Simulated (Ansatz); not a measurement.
# Resistivity from frozen vibrations: Pt(111) with 4 thermally displaced layers, 2x2

How much do lattice vibrations at 800 K scatter the electrons of Pt? Layers with random displacements are laid between perfect leads, and the resistance is followed against their length.

Main program and level: Ansatz 0.2.0; Ansatz plane-wave DFT, PBE, PAW files; ballistic transport by layer matching (Landauer), zero bias; PAW set soft_1.

## Step 1: Set-up

The cell holds 40 atoms: 40 Pt. Its edges and angles: a = 5.546 Å, b = 5.546 Å, c = 22.699 Å, α = 93.5°, β = 86.5°, γ = 120.0°. It derives from Pt. Regions: lead, 24 atoms (24 Pt); scattering region, 16 atoms (16 Pt). The structure is stacked along c, and the current runs across the ab planes.

## Step 2: With 4 displaced layers

Each atom of 4 layers is moved at random, by amounts drawn from a normal law 0.1019 Å wide in each direction from the Debye model (240 K) at 800 K. The layers about the cell's end stay perfect and serve as the lead. Disorder leaves little or no symmetry, which makes such runs dear. Energies from -0.05 to 0.05 eV in steps of 0.05 eV are too few for the program's thermal sum, so it prints no conductance; for a metal the transmission near the Fermi level serves, at a fraction of the cost.

File input.yaml:

```yaml
crystal:
  lattice:
    - [5.5462627489, 0.0, 0.0]
    - [-2.7731313745, 4.8032044366, 0.0]
    - [1.3865656872, -0.8005340728, 22.6425228571]
  atoms:
    - { symbol: Pt, position: [0.9916666667, 0.0083333333, 0.05] }
    - { symbol: Pt, position: [0.9916666667, 0.5083333333, 0.05] }
    - { symbol: Pt, position: [0.4916666667, 0.0083333333, 0.05] }
    - { symbol: Pt, position: [0.4916666667, 0.5083333333, 0.05] }
    - { symbol: Pt, position: [0.1416666667, 0.3583333333, 0.15] }
    - { symbol: Pt, position: [0.1416666667, 0.8583333333, 0.15] }
    - { symbol: Pt, position: [0.6416666667, 0.3583333333, 0.15] }
    - { symbol: Pt, position: [0.6416666667, 0.8583333333, 0.15] }
    - { symbol: Pt, position: [0.2916666667, 0.2083333333, 0.25] }
    - { symbol: Pt, position: [0.2916666667, 0.7083333333, 0.25] }
    - { symbol: Pt, position: [0.7916666667, 0.2083333333, 0.25] }
    - { symbol: Pt, position: [0.7916666667, 0.7083333333, 0.25] }
    - { symbol: Pt, position: [0.9520834116, 0.0810866579, 0.3533378935] }
    - { symbol: Pt, position: [0.9730474909, 0.5917760647, 0.3445737762] }
    - { symbol: Pt, position: [0.4162161396, 0.0302307438, 0.3495150054] }
    - { symbol: Pt, position: [0.4594143887, 0.5582396375, 0.3522319589] }
    - { symbol: Pt, position: [0.0587963205, 0.410773373, 0.4459178435] }
    - { symbol: Pt, position: [0.1329863254, 0.9278626179, 0.4542730272] }
    - { symbol: Pt, position: [0.5966118763, 0.4218305382, 0.4529611672] }
    - { symbol: Pt, position: [0.580147665, 0.8976940229, 0.4494834071] }
    - { symbol: Pt, position: [0.2244485668, 0.2455100943, 0.5487245259] }
    - { symbol: Pt, position: [0.2376090705, 0.7733959006, 0.5428160067] }
    - { symbol: Pt, position: [0.7505727791, 0.244650553, 0.5475427213] }
    - { symbol: Pt, position: [0.7155000022, 0.7550870246, 0.5488852742] }
    - { symbol: Pt, position: [0.8894515915, 0.0970780735, 0.6504219971] }
    - { symbol: Pt, position: [0.9298734396, 0.616581102, 0.647417818] }
    - { symbol: Pt, position: [0.4073683674, 0.1060459436, 0.6526730322] }
    - { symbol: Pt, position: [0.4002253049, 0.5985876841, 0.6413117654] }
    - { symbol: Pt, position: [0.0416666667, 0.4583333333, 0.75] }
    - { symbol: Pt, position: [0.0416666667, 0.9583333333, 0.75] }
    - { symbol: Pt, position: [0.5416666667, 0.4583333333, 0.75] }
    - { symbol: Pt, position: [0.5416666667, 0.9583333333, 0.75] }
    - { symbol: Pt, position: [0.1916666667, 0.3083333333, 0.85] }
    - { symbol: Pt, position: [0.1916666667, 0.8083333333, 0.85] }
    - { symbol: Pt, position: [0.6916666667, 0.3083333333, 0.85] }
    - { symbol: Pt, position: [0.6916666667, 0.8083333333, 0.85] }
    - { symbol: Pt, position: [0.8416666667, 0.1583333333, 0.95] }
    - { symbol: Pt, position: [0.8416666667, 0.6583333333, 0.95] }
    - { symbol: Pt, position: [0.3416666667, 0.1583333333, 0.95] }
    - { symbol: Pt, position: [0.3416666667, 0.6583333333, 0.95] }
kpoints:
  mp_grid: { grid: [5, 5, 1] }
hamiltonian:
  xc: pbe
  pseudopotentials: { kind: paw, azcp: { folder: soft_1 } }
scf:
  occupations: { method: fermi_dirac, width: 0.1 }
output:
  transmission:
    leads: [[0, 4]]
    kmesh: [10, 10]
    e_range: [-0.05, 0.05]
    de: 0.05
  write_potential: true
  write_density: true
  volumetric_format: npy
  elf: true
```

Run with:

```
ansatz run input.yaml --threads 4 --pin off --max-ram 15360MiB --backend cpu --events-out ev --progress --plain --runs-dir out
```

Numbers of over 12 decimals in the logs are rounded to 6 here.

What it wrote:

```text
Engine: ansatz 0.2.0, aarch64-unknown-linux-gnu
Pseudopotentials: kind: paw
Pseudopotential: Pt, paw, valence charge 18, recommended cutoff 420 eV (normal), soft_1/Pt.paw.azcp
Functional definition: PBE
  parameter kappa = 0.804
  parameter beta = 0.066725
  exchange = pbe_x(kappa = kappa, mu = beta*pi^2/3)
  correlation = pbe_c(beta = beta)
Crystal: 40 atoms, lattice volume = 603.193 Å³
Basis set: ecut = 420 eV, 11827 PW (Γ)
Bands: 432, of which v1, the nominal top of the filled ones, is band 360 counted from 1 (359 counted from 0)
Symmetry: 1 space group operations
Space group: P1 (ITA 1), of the structure as read, at distance tolerance 8.4e-5 Å
k-points: 13 of 25 (time reversal used)
Non-local potential: Pt, projectors of the file, l = 0: 3, l = 1: 2, l = 2: 2, l = 3: 1
PAW form: soft (Blöchl's): semilocal exchange-correlation on the pseudo side does not see the compensation charge
PAW one-centre angular grid: Pt, 590 points (default); XC on 64 Gauss nodes
Initial density: superposition of atomic densities (chi_scale 0.1, normalization cell)
Initial wavefunctions: pseudopotential atomic-orbital guess
Functional: x = pbe(κ = 0.804, μ = 0.219515), c = pbe(β = 0.066725)
SCF iter   1: F=—  HF=-500999.049484 eV  |F-HF|=—  |Δ(HF+E_count)|=         —  Δρ=8.55e-2  dr2=4.29e1  ethr=3.10e-3  ⟨swp⟩=4.5  Hψ=16516  notcnv=0  defer=242
preconditioner: auto → Kerker (q_TF=auto, 2.810 Å⁻¹)  [metal: Δε(μ)=0.002 eV  Ē_g=8.548 eV  σ=0.100 eV  W_gap=0.00  n_scr=246 (ndim 8)  ℏωp=30.2 eV  f_vac=0.000  D(μ)=67.89/eV (n_scr^D=894)]
SCF iter   2: F=—  HF=-500989.290454 eV  |F-HF|=—  |Δ(HF+E_count)|=    9.76e0  Δρ=4.53e-2  dr2=1.18e1  ethr=3.10e-3  ⟨swp⟩=2.9  Hψ=9416  notcnv=0  defer=488
SCF iter   3: F=—  HF=-500986.009912 eV  |F-HF|=—  |Δ(HF+E_count)|=    3.28e0  Δρ=6.48e-3  dr2=1.52e-1  ethr=1.64e-3  ⟨swp⟩=2.2  Hψ=8084  notcnv=0  defer=488
SCF iter   4: F=—  HF=-500986.024909 eV  |F-HF|=—  |Δ(HF+E_count)|=   1.50e-2  Δρ=1.07e-3  dr2=1.33e-2  ethr=2.11e-5  ⟨swp⟩=1.8  Hψ=6500  notcnv=0  defer=484
SCF iter   5: F=—  HF=-500986.025223 eV  |F-HF|=—  |Δ(HF+E_count)|=   3.14e-4  Δρ=3.88e-4  dr2=1.60e-3  ethr=1.84e-6  ⟨swp⟩=2.5  Hψ=8114  notcnv=0  defer=484
SCF iter   6: F=—  HF=-500986.025127 eV  |F-HF|=—  |Δ(HF+E_count)|=   9.63e-5  Δρ=6.53e-5  dr2=5.33e-5  ethr=2.22e-7  ⟨swp⟩=2.7  Hψ=8956  notcnv=0  defer=484
SCF iter   7: F=—  HF=-500986.023932 eV  |F-HF|=—  |Δ(HF+E_count)|=   1.19e-3  Δρ=1.53e-5  dr2=1.58e-5  ethr=7.40e-9  ⟨swp⟩=1.3  Hψ=5156  notcnv=0  defer=484
SCF iter   8: F=—  HF=-500986.023932 eV  |F-HF|=—  |Δ(HF+E_count)|=   1.70e-7  Δρ=5.80e-6  dr2=6.16e-7  ethr=2.19e-9  ⟨swp⟩=1.0  Hψ=5112  notcnv=0  defer=484
SCF iter   9: F=-500986.023932 eV  HF=-500986.023932 eV  |F-HF|=8.23e-8  |Δ(HF+E_count)|=   4.32e-8  Δρ=1.40e-6  dr2=8.78e-8  ethr=1.39e-11  ⟨swp⟩=8.0  Hψ=17397  notcnv=0
SCF 1 converged in 9 iterations: F = -500986.023932 eV  dr2 = 8.78e-8
  greatest PAW one-centre occupation: 1.000 electrons in one spin orbital (limit 2), on the Pt atom at site 17 (counted from 0), in its partial waves of l = 0
transmission: 224 of 2236 steps passed
transmission: 450 of 2236 steps passed
[...]
transmission: 2236 of 2236 steps passed
SCF converged after 9 iterations
Free energy (F): -500986.023932 eV
Harris-Foulkes:  -500986.023932 eV  (|F-HF|=8.23e-8)
Internal energy: -500983.811292 eV  (E = F + TS)
E sigma→0 (E₀):  -500984.917612 eV
Entropy (-TS):   -2.212640 eV (-55.316 meV/atom)
Fermi energy:    23.439157 eV
--- Per-component energies (eV) ---
  E_band       = -5141.997960
  E_kinetic    = 23910.365622
  E_local      = -57356.356962  (includes V_loc(G=0)·N_el)
  E_nonlocal   = 8157.895917
  E_hartree    = 21863.549983
  E_xc         = -9307.424310
  E_vxc        = -10875.117232  (∫ρ·V_xc dr)
  E_paw        = -379358.366131  (= ΣΔE_a)
  E_vpaw       = -12705.945394  (= ΣTr[D̂ρ^β])
  E_aug_tail   = 0.044838  (compensation charges beyond the density's cutoff)
  E_ewald      = -108893.520249
  E_smearing   = -2.212640  (= −TS)
  E_closure    = -0.000000  (closes the sum)
  Σ components = -500986.023932   (vs F -500986.023932, Δ=0.00e0)
--- Band table (eV; the first three rows and the last of 13) ---
  k-point 0: bands = [... 356 lower, 23.5945, 23.6111, 23.6159, 23.6424, 23.6612, 23.6729, 23.6989, 23.7118, ... 68 higher]
  k-point 1: bands = [... 356 lower, 23.3846, 23.4220, 23.4308, 23.4543, 23.4832, 23.5071, 23.5238, 23.6284, ... 68 higher]
  k-point 2: bands = [... 356 lower, 23.3515, 23.3718, 23.4195, 23.4684, 23.5171, 23.5231, 23.5368, 23.5608, ... 68 higher]
  k-point 12: bands = [... 356 lower, 23.3097, 23.3504, 23.4299, 23.4650, 23.4775, 23.4954, 23.5072, 23.5356, ... 68 higher]
--- Transmission ---
  basis      : 241 plane waves across, 43 finite elements along
  points     : 52, standing for a mesh of 10 x 10
  energies   : 3 from -0.050000 to 0.050000 eV about the Fermi level, 0.050000 eV apart; the leads are filled to 0.000000 eV, and channels, transmission and decay are at 0.000000 eV
  crystal 0  : Pt4, at the sites [0, 4], period 2.2643 Å, over 13.59 Å; its Hamiltonian steps by up to 14.7 meV
    offset         : up to 0.0000 Å between an atom of the period and one for which it stands
    channels       : 6.890000e0 a spin
    conductance    : none, the energies end too early or step too widely for 300 K: set another output.transmission.e_range or a lower de, or, where they end at an eighth of basis.ecutwfc, a higher one
  junction   : crystal 0 to crystal 0, 0.70 to 21.08 Å
    transmission   : 4.572714e0 a spin
    conductance    : none, the energies end too early or step too widely for 300 K: set another output.transmission.e_range or a lower de, or, where they end at an eighth of basis.ecutwfc, a higher one
```

Run time: 8.7 min. Hardware: 4 threads of Arm Neoverse V1, shared host; peak memory 5.6 GiB.

This step gave:

| Property | Result |
| --- | --- |
| free energy | -500986.0239 eV |
| energy at zero smearing | -500984.9176 eV |
| Fermi energy | 23.44 eV |
| cell area | 26.64 Å² |
| transmission per spin nearest the Fermi level | 4.573 |
| open channels per spin nearest the Fermi level | 6.89 |
| step of the lead's potential | 14.7 meV |

Per spin. Table of transmission, zone mean by energy, zero at the Fermi level:

```
energy (eV)  transmission, zone mean
    -0.0500                     4.74
     0.0000                     4.57
     0.0500                     4.37
```

Per spin. The open channels, zone mean, lead by energy, zero at the Fermi level:

```
energy (eV)  open channels, zone mean, lead
    -0.0500                            7.16
     0.0000                            6.89
     0.0500                            6.21
```

Transmission over k1 and k2. At 0.0000 eV from the Fermi level.

Ten even steps from '_' (2.04) to '@' (6.45):
```
@@@@**++**%%@@::__::
::**@@****%%==::....
--****%%..##++==--::
@@****__++++__++==@@
%%@@%%##++__++##%%@@
@@@@==++__++++__****
--::--==++##..%%****
::....::==%%****@@**
@@::__::@@%%**++**@@
%%@@::::%%%%%%::::@@
```
Columns: k1 (b1) from -0.5 to 0.4; rows upwards: k2 (b2) from -0.5 to 0.4.

Open channels over k1 and k2. At 0.0000 eV from the Fermi level.

Ten even steps from '_' (3.0) to '@' (10.0):
```
@@##======##@@..__..
====##++++##====____
====++%%..%%++====..
@@==++..%%%%..++==@@
@@####%%%%::%%%%####
@@@@==++..%%%%..++==
==..====++%%..%%++==
==____====##++++##==
@@..__..@@##======##
@@@@====@@@@@@====@@
```
Columns: k1 (b1) from -0.5 to 0.4; rows upwards: k2 (b2) from -0.5 to 0.4.

ELF in the ca plane at fractional y = 0.617, with atoms of Pt within 0.2 Å of it. It is the smooth field of the valence electrons, not physical close to the nuclei.

Values, 8 rows by 16 columns, each cell a mean:
```
0.26 0.22 0.31 0.29 0.53 0.39 0.23 0.21 0.17 0.24 0.34 0.58 0.35 0.25 0.20 0.21
0.25 0.31 0.54 0.33 0.31 0.24 0.24 0.26 0.25 0.29 0.27 0.44 0.28 0.25 0.20 0.20
0.26 0.28 0.51 0.32 0.30 0.27 0.27 0.31 0.34 0.47 0.25 0.25 0.21 0.38 0.31 0.28
0.25 0.19 0.27 0.26 0.51 0.44 0.26 0.26 0.27 0.37 0.33 0.43 0.25 0.35 0.31 0.28
0.26 0.22 0.31 0.25 0.48 0.44 0.25 0.21 0.18 0.24 0.39 0.58 0.31 0.25 0.20 0.21
0.25 0.30 0.54 0.33 0.28 0.26 0.24 0.23 0.25 0.27 0.32 0.49 0.26 0.25 0.20 0.20
0.26 0.28 0.50 0.33 0.32 0.24 0.27 0.27 0.34 0.41 0.24 0.29 0.23 0.38 0.31 0.27
0.25 0.19 0.27 0.30 0.55 0.39 0.26 0.25 0.26 0.30 0.31 0.49 0.30 0.35 0.31 0.28
```
Columns run along c (16.0 Å, from fractional 0.15 to 0.85 of the cell), rows up along a (5.5 Å). Atoms in or near the plane, at fractional coordinates: Pt at (0.34, 0.97), Pt at (0.65, 0.93), Pt at (0.64, 0.40).

Electrostatic potential energy in the ca plane at fractional y = 0.617, with atoms of Pt within 0.2 Å of it. With pseudopotentials it is smooth inside the atoms' cores, unlike the true potential.

Values in eV, 8 rows by 16 columns, each cell a mean:
```
 22  23  12  16 -32  -4  24  24  25  24   5 -42   3  23  24  24
 22  14 -31  10  13  20  22  19  21  15  19 -11  16  22  24  24
 22  18 -23  12  13  19  19  13   8 -13  22  22  24   3  12  18
 21  25  19  21 -26 -11  22  21  18   4  12  -9  21   7  13  17
 22  23  12  21 -21 -11  23  24  25  23  -4 -42  11  23  24  24
 22  14 -31  11  17  19  22  23  20  17  12 -20  18  22  24  24
 22  18 -23  11  10  21  18  17   8  -1  23  19  24   3  12  18
 21  25  19  15 -35  -3  22  21  19  14  14 -20  15   7  13  17
```
Columns run along c (16.0 Å, from fractional 0.15 to 0.85 of the cell; values clipped at the 3rd and 97th percentile), rows up along a (5.5 Å). Atoms in or near the plane, at fractional coordinates: Pt at (0.34, 0.97), Pt at (0.65, 0.93), Pt at (0.64, 0.40).

Valence density in the ca plane at fractional y = 0.617, with atoms of Pt within 0.2 Å of it. It is the smooth field of the valence electrons, not physical close to the nuclei.

Values in units of 1e0 e/Å³, 8 rows by 16 columns, each cell a mean:
```
0.4 0.3 0.9 0.7 6.2 2.3 0.3 0.3 0.2 0.3 1.5 9.0 1.7 0.3 0.2 0.3
0.4 0.8 5.0 1.0 0.8 0.4 0.3 0.5 0.4 0.7 0.5 2.8 0.7 0.4 0.3 0.2
0.4 0.6 3.8 0.9 0.8 0.5 0.5 0.8 1.1 2.6 0.4 0.3 0.2 1.3 0.8 0.6
0.4 0.2 0.5 0.4 4.9 3.1 0.4 0.4 0.6 1.3 0.9 2.6 0.4 1.1 0.8 0.6
0.4 0.3 0.9 0.4 4.3 3.0 0.3 0.2 0.2 0.3 2.4 8.7 1.0 0.3 0.2 0.3
0.4 0.8 5.0 1.0 0.6 0.5 0.3 0.3 0.5 0.6 1.0 3.9 0.5 0.4 0.3 0.2
0.4 0.6 3.8 1.0 1.0 0.4 0.5 0.6 1.1 1.6 0.3 0.5 0.3 1.3 0.8 0.6
0.4 0.2 0.5 0.7 6.7 2.3 0.4 0.4 0.5 0.7 0.8 3.9 0.7 1.1 0.8 0.6
```
Columns run along c (16.0 Å, from fractional 0.15 to 0.85 of the cell), rows up along a (5.5 Å). Atoms in or near the plane, at fractional coordinates: Pt at (0.34, 0.97), Pt at (0.65, 0.93), Pt at (0.64, 0.40).

Over the solved energies the transmission per spin lies between 4.37 and 4.74, out of 6.75 channels of the lead on average (up to 7.16).

(Part 1 of 2 ends here.)

[Logs are printed without paths, hosts, clocks, repeated set-up lines and the standing remarks that a program may print on its own settings, such as how far it seeks lower states.]

[Hosts, paths, dates, database ids (printed as entryN), source tags and the programs' standing remarks are cut or masked in the printed files.]
